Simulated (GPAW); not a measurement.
# Quasiparticle gap of NiO2 (R-3m) in GPAW

Wanted: ground state, empty states, screening and self-energy for NiO2 (R-3m).

Main program and level: GPAW 26.7.0; LDA and many-body steps on it, plane waves.

This is a report of a sequence of runs, with most program output left out.

### 1. The starting structure

It takes space group R-3m (No. 166, trigonal). The conventional cell has a = 2.804 Å, b = 2.804 Å, c = 20.923 Å, α = 90.00°, β = 90.00°, γ = 120.00°. Nearest to Ni lie 6 O at 1.88 Å. O has 3 Ni at 1.88 Å nearest. Farther neighbours and most contacts between anions are not listed.

The cell and positions are those that the Materials Project relaxed with its own functionals (PBE, PBE+U or r2SCAN), kept fixed.

### 2. Ground state

This step: GPAW 26.7.0; DFT, LDA, plane waves, PAW.

The ground-state density comes first.

The input, run.py:

```python
import json
import numpy as np
from gpaw.mpi import world
from ase import Atoms
from gpaw import GPAW, PW, FermiDirac

atoms = Atoms(['Ni', 'O', 'O'],
    cell=[[1.4021288975, 0.8095194964, 6.9742947559],
      [-1.4021288975, 0.8095194964, 6.9742947559],
      [0.0000000000, -1.6190389929, 6.9742947559]],
    scaled_positions=[[0.0000000000, 0.0000000000, 0.0000000000],
      [0.6212110000, 0.6212110000, 0.6212110000],
      [0.3787890000, 0.3787890000, 0.3787890000]],
    pbc=(True, True, True))
calc = GPAW(mode=PW(600),
    xc='LDA',
    kpts={'size': (10, 10, 10), 'gamma': True},
    occupations=FermiDirac(0.001),
    nbands=-7,
    convergence={'density': 1e-6, 'bands': -3},
    maxiter=100,
    txt='gs.txt')
atoms.calc = calc
res = {'energy': atoms.get_potential_energy()}
kpts = calc.get_ibz_k_points()
res['kpts'] = kpts
res['eigenvalues'] = [calc.get_eigenvalues(kpt=k) for k in range(len(kpts))]
res['n_electrons'] = calc.get_number_of_electrons()
calc.write('gs.gpw')

if world.rank == 0:
    with open('result.json', 'w') as f:
        json.dump(res, f, default=lambda x: x.tolist())
```

The run is started by

```sh
$ mpirun -n 4 gpaw python run.py
```

Run time: 79 s. Hardware: 4 MPI ranks of Arm Neoverse V2, shared host; peak memory 1.2 GiB; 5.3 min of CPU time.

Numbers from this step:

| Item | Value |
| --- | --- |
| total energy | -22.16 eV |
| gap | 1.264 eV |
| k of the valence top | 0.5, 0.5, 0.4 |
| k of the conduction bottom | 0.4, 0.4, 0.1 |
| least direct gap | 1.451 eV |

The gap is indirect, with the least direct gap 0.19 eV higher.

### 3. Bands along the symmetry lines

The cheap functional maps the bands first; the places of the edges decide which points the dearer methods must see.

The input, run.py:

```python
import json
import numpy as np
from gpaw.mpi import world
from gpaw import GPAW

path = [[0.000000, 0.000000, 0.000000],
    [0.062500, 0.062500, 0.062500],
    [0.125000, 0.125000, 0.125000],
    [0.187500, 0.187500, 0.187500],
    [0.250000, 0.250000, 0.250000],
    [0.312500, 0.312500, 0.312500],
    [0.375000, 0.375000, 0.375000],
    [0.437500, 0.437500, 0.437500],
    [0.500000, 0.500000, 0.500000],
    [0.540544, 0.459456, 0.500000],
    [0.581088, 0.418912, 0.500000],
    [0.621632, 0.378368, 0.500000],
    [0.662176, 0.337824, 0.500000],
    [0.702720, 0.297280, 0.500000],
    [0.743264, 0.256736, 0.500000],
    [0.783808, 0.216192, 0.500000],
    [0.824352, 0.175648, 0.500000],
    [0.500000, -0.175648, 0.175648],
    [0.500000, -0.153692, 0.153692],
    [0.500000, -0.131736, 0.131736],
    [0.500000, -0.109780, 0.109780],
    [0.500000, -0.087824, 0.087824],
    [0.500000, -0.065868, 0.065868],
    [0.500000, -0.043912, 0.043912],
    [0.500000, -0.021956, 0.021956],
    [0.500000, 0.000000, 0.000000],
    [0.437500, 0.000000, 0.000000],
    [0.375000, 0.000000, 0.000000],
    [0.312500, 0.000000, 0.000000],
    [0.250000, 0.000000, 0.000000],
    [0.187500, 0.000000, 0.000000],
    [0.125000, 0.000000, 0.000000],
    [0.062500, 0.000000, 0.000000],
    [0.000000, 0.000000, 0.000000],
    [0.042228, -0.042228, 0.000000],
    [0.084456, -0.084456, 0.000000],
    [0.126684, -0.126684, 0.000000],
    [0.168912, -0.168912, 0.000000],
    [0.211140, -0.211140, 0.000000],
    [0.253368, -0.253368, 0.000000],
    [0.295596, -0.295596, 0.000000],
    [0.337824, -0.337824, 0.000000],
    [0.662176, 0.000000, 0.337824],
    [0.641904, 0.000000, 0.358096],
    [0.621632, 0.000000, 0.378368],
    [0.601360, 0.000000, 0.398640],
    [0.581088, 0.000000, 0.418912],
    [0.560816, 0.000000, 0.439184],
    [0.540544, 0.000000, 0.459456],
    [0.520272, 0.000000, 0.479728],
    [0.500000, 0.000000, 0.500000],
    [0.437500, 0.000000, 0.437500],
    [0.375000, 0.000000, 0.375000],
    [0.312500, 0.000000, 0.312500],
    [0.250000, 0.000000, 0.250000],
    [0.187500, 0.000000, 0.187500],
    [0.125000, 0.000000, 0.125000],
    [0.062500, 0.000000, 0.062500],
    [0.000000, 0.000000, 0.000000]]
calc = GPAW('gs.gpw').fixed_density(kpts=path,
    symmetry='off',
    nbands=24,
    convergence={'bands': 20},
    txt='bands.txt')
res = {}
kpts = calc.get_ibz_k_points()
res['kpts'] = kpts
res['eigenvalues'] = [calc.get_eigenvalues(kpt=k) for k in range(len(kpts))]
res['n_electrons'] = calc.get_number_of_electrons()

if world.rank == 0:
    with open('result.json', 'w') as f:
        json.dump(res, f, default=lambda x: x.tolist())
```

The run is started by

```sh
$ mpirun -n 4 gpaw python run.py
```

Elapsed: 30 s, on 4 MPI ranks; peak memory 1.2 GiB.

This step gave:

* gap: 1.221 eV
* k of the valence top: 0.5811, 0.4189, 0.5
* k of the conduction bottom: 0.25, 0, 0.25
* least direct gap: 1.437 eV

The gap is 1.221 eV, −0.044 eV from the run before at this level.

The electronic bands at the labelled points (eV, zero at the top of the highest filled band):

| point | band 11 | band 12 | band 13 | band 14 | band 15 | band 16 | band 17 | band 18 |
| --- | --- | --- | --- | --- | --- | --- | --- | --- |
| Γ | -1.33 | -1.02 | -1.02 | -0.10 | 2.35 | 2.35 | 6.93 | 10.13 |
| halfway | -1.36 | -1.02 | -1.02 | -0.09 | 2.35 | 2.35 | 7.21 | 9.18 |
| T | -1.38 | -1.02 | -1.02 | -0.08 | 2.35 | 2.35 | 7.77 | 8.31 |
| halfway | -1.29 | -1.07 | -0.35 | -0.31 | 1.39 | 1.78 | 9.42 | 11.00 |
| H2 | -2.78 | -1.61 | -0.64 | -0.56 | 1.57 | 1.59 | 13.90 | 14.19 |
| jump to H0 | -2.78 | -1.62 | -0.64 | -0.56 | 1.57 | 1.59 | 13.90 | 14.19 |
| halfway | -2.28 | -1.51 | -1.02 | -0.54 | 1.67 | 1.79 | 12.88 | 13.12 |
| L | -1.78 | -1.55 | -1.50 | -0.88 | 1.72 | 2.24 | 11.88 | 12.47 |
| halfway | -1.35 | -0.72 | -0.68 | -0.23 | 1.23 | 2.12 | 8.75 | 11.54 |
| Γ | -1.33 | -1.02 | -1.02 | -0.10 | 2.35 | 2.35 | 6.93 | 10.13 |
| halfway | -1.30 | -1.13 | -0.41 | -0.28 | 1.41 | 1.74 | 9.36 | 12.11 |
| S0 | -2.79 | -1.62 | -0.62 | -0.58 | 1.58 | 1.58 | 14.00 | 14.16 |
| jump to S2 | -2.79 | -1.62 | -0.62 | -0.58 | 1.58 | 1.58 | 14.00 | 14.16 |
| halfway | -2.23 | -1.50 | -1.06 | -0.57 | 1.67 | 1.84 | 12.81 | 13.28 |
| F | -1.77 | -1.55 | -1.50 | -0.88 | 1.71 | 2.24 | 12.10 | 12.65 |
| halfway | -1.35 | -0.72 | -0.68 | -0.22 | 1.22 | 2.12 | 8.89 | 11.09 |
| Γ | -1.33 | -1.02 | -1.02 | -0.10 | 2.35 | 2.35 | 6.93 | 10.13 |

### 4. Empty states on the mesh, 4×4×4 mesh, 66 bands

The sums over transitions need many empty states on a uniform mesh; this step solves for them.

The input, run.py:

```python
import json
import numpy as np
from gpaw.mpi import world
from gpaw import GPAW

calc = GPAW('gs.gpw').fixed_density(kpts={'size': (4, 4, 4), 'gamma': True},
    nbands=77,
    convergence={'bands': 66},
    txt='nscf.txt')
calc.write('full.gpw', mode='all')
res = {}
kpts = calc.get_ibz_k_points()
res['kpts'] = kpts
res['eigenvalues'] = [calc.get_eigenvalues(kpt=k) for k in range(len(kpts))]
res['n_electrons'] = calc.get_number_of_electrons()

if world.rank == 0:
    with open('result.json', 'w') as f:
        json.dump(res, f, default=lambda x: x.tolist())
```

The run is started by

```sh
$ mpirun -n 4 gpaw python run.py
```

Wall time 44 s (4 MPI ranks); peak memory 1.2 GiB; 2.9 min of CPU time.

Numbers from this step:

* gap: 1.300 eV
* k of the valence top: 0.5, 0.5, 0.5
* k of the conduction bottom: 0.5, 0.5, 0.25
* least direct gap: 1.437 eV
* k points computed: 13
* lowest point of the top converged band, above the valence top: 58.5552 eV

On this mesh the gap is 1.300 eV. The earlier step found 1.264 eV, so this mesh misses an edge.

### 5. Screening and self-energy, 4×4×4 mesh, 56 bands, screening to 65 eV

G0W0 replaces the xc potential by the self-energy, built once from these orbitals. Only a window of levels is corrected, while the sums run over the empty bands that the input names.

This step: G0W0 on LDA, plane waves, PAW.

The input, run.py:

```python
import json
import numpy as np
from gpaw.mpi import world
from gpaw.response.g0w0 import G0W0

gw = G0W0('full.gpw',
    filename='gw',
    kpts=[0, 11, 12],
    bands=(12, 16),
    ecut=65,
    nbands=56,
    integrate_gamma='WS',
    ppa=True)
gw.calculate()
res = {mode: {k: v for k, v in r.items() if k != 'sigma_eskwn'}
       for mode, r in gw.all_results.items()}

if world.rank == 0:
    with open('result.json', 'w') as f:
        json.dump(res, f, default=lambda x: x.tolist())
```

The run is started by

```sh
$ mpirun -n 4 gpaw python run.py
```

Wall time 1.8 min (4 MPI ranks); peak memory 2.4 GiB; 7.3 min of CPU time.

This step gave:

| Item | Value |
| --- | --- |
| G0W0 gap on the points computed | 3.446 eV |
| least direct G0W0 gap on the computed points | 3.512 eV |
| Z at the valence top | 0.7056 |
| Z at the conduction bottom | 0.7271 |
| starting gap on the mesh | 1.300 eV |
| k of the valence top | 0.5, 0.5, 0.5 |
| k of the conduction bottom | 0.5, 0.5, 0.25 |

The gap on the mesh goes from 1.30 eV to 3.45 eV, a correction of +2.15 eV. The start differs from the 1.26 eV found before because the two sample other k points.

Limits: finite bands, cutoff and mesh; no spin polarisation; d states lean on the start. v1 is the top filled band, c1 the lowest empty one. The levels before and after the correction (eV, zero at the valence-band top of each column):

|  | conduction bottom | valence top |
| --- | --- | --- |
| Kohn-Sham | 1.30 | 0.00 |
| G0W0 | 3.45 | 0.00 |

|  | level | energy (eV) |
| --- | --- | --- |
| Kohn-Sham | (0.5 0.5 0.25) v2 | -0.603 |
| Kohn-Sham | (0.5 0.5 0.25) v1 | -0.137 |
| Kohn-Sham | (0.5 0.5 0.25) c1 | 1.300 |
| Kohn-Sham | (0.5 0.5 0.25) c2 | 2.193 |
| Kohn-Sham | (0.5 0.5 0.5) v2 | -0.938 |
| Kohn-Sham | (0.5 0.5 0.5) v1 | 0.000 |
| Kohn-Sham | (0.5 0.5 0.5) c1-c2 | 2.431 |
| G0W0 | (0.5 0.5 0.25) v2 | -0.488 |
| G0W0 | (0.5 0.5 0.25) v1 | -0.067 |
| G0W0 | (0.5 0.5 0.25) c1 | 3.446 |
| G0W0 | (0.5 0.5 0.25) c2 | 4.442 |
| G0W0 | (0.5 0.5 0.5) v2 | -0.582 |
| G0W0 | (0.5 0.5 0.5) v1 | 0.000 |
| G0W0 | (0.5 0.5 0.5) c1-c2 | 4.601 |

### 6. Where the time went

Times are wall times on 4 MPI ranks of Arm Neoverse V2, shared host, good to a factor of about two.

| step | time | share | memory (GiB) |
| --- | --- | --- | --- |
| ground state | 79 s | 30 % | 1.2 |
| bands along the symmetry lines | 30 s | 11 % | 1.2 |
| empty states on the mesh | 44 s | 17 % | 1.2 |
| screening and self-energy | 1.8 min | 42 % | 2.4 |

### 7. What came out

| Item | Value |
| --- | --- |
| LDA gap | 1.22 eV, indirect |
| G0W0 gap on the mesh | 3.45 eV |
| G0W0 gap over the zone (rigid shift) | 3.37 eV |
| GW settings | 4×4×4 mesh, 56 bands, screening to 65 eV, Godby-Needs plasmon pole |
| known limits | not at the basis limit; no spin polarisation; d states lean on the start |

**Reading.** G0W0 moves the gap on the mesh from 1.30 eV to 3.45 eV (+2.15 eV), with Z of 0.71 and 0.73 at the edges. The mesh misses the band edges by 0.08 eV in all; a rigid shift gives 3.37 eV for the zone. Only 3 of the mesh's irreducible points were corrected, so a valley elsewhere could overtake. Bands and cutoff are finite, so the gap is not at the basis limit. The miss can reach some tenths of an eV and take either sign; the mesh is an error of its own. These stock PAW sets were not made for GW. In the G0W0 run levels were corrected at 3 k points alone, so a gap called «on the mesh» is the least over those, and an edge elsewhere would be missed. A denser mesh or path gives a starting gap of 1.22 eV: the GW mesh misses a band edge, so its gaps are not the fundamental one. The runs have no spin polarisation. For a closed low-spin shell that is the natural state; where a d or f shell is open it is a constraint, and the gap is then not the crystal's own. With d states at the gap, one-shot GW leans hard on its start.

[Paths, hosts, dates, memory and timing lines, banners, echoed tables and standing remarks are left out of the program output.]

[Logs are printed without paths, hosts, clocks, repeated set-up lines and the standing remarks that a program may print on its own settings, such as how far it seeks lower states.]

[Runs of the session that timed out or met a known fault of the program may be left out.]

[Hosts, paths, dates, database ids (printed as entryN), source tags and the programs' standing remarks are cut or masked in the printed files.]
